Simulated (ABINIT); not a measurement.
An input for ABINIT 10.8.3 (Diamond (Fd-3m, 2 atoms a cell)):

```
acell 3*1.0 Angstrom
rprim 
  -0.000000000000 1.783370000000 1.783370000000
  1.783370000000 0.000000000000 1.783370000000
  1.783370000000 1.783370000000 0.000000000000
ntypat 1
znucl 6
natom 2
typat 1 1
xred 
  -0.000000000000 0.000000000000 -0.000000000000
  0.250000000000 0.250000000000 0.250000000000
pp_dirpath "pseudos"
pseudos "C.upf"
ecut 37
ngkpt 8 8 8
nshiftk 1
shiftk 0 0 0
kptopt 1
chksymbreak 0
istwfk *1
occopt 1
irdwfk 1
optdriver 3
nband 99
ecuteps 11.2
inclvkb 2
awtr 1
symchi 1
ppmfrq 30 eV
indata_prefix "in"
outdata_prefix "out"
tmpdata_prefix "tmp"
```

```sh
OMP_NUM_THREADS=1 mpirun -n 4 abinit run.abi > log
```

Question: Estimate wall time and host memory on 4 MPI ranks of Intel Xeon 6975P-C (Granite Rapids), shared host.

It took 54 s; on shared hardware allow 27 s to 1.8 min. Peak host memory was 0.86 GiB.

[Paths, hosts, dates, memory and timing lines, banners, echoed tables and standing remarks are left out of the program output.]

[Logs are printed without paths, hosts, clocks, repeated set-up lines and the standing remarks that a program may print on its own settings, such as how far it seeks lower states.]

[Runs of the session that timed out or met a known fault of the program may be left out.]

[Hosts, paths, dates, database ids (printed as entryN), source tags and the programs' standing remarks are cut or masked in the printed files.]

[G0W0 gaps are taken among the corrected bands and points alone; a level outside them can change the order at an edge.]

[Where Ansatz stands beside ABINIT at settings called matched, ABINIT's density can come from a denser mesh and the files from another edition; pairs whose starting gaps differed by over 0.03 eV were left out, so agreement reads better than it is.]
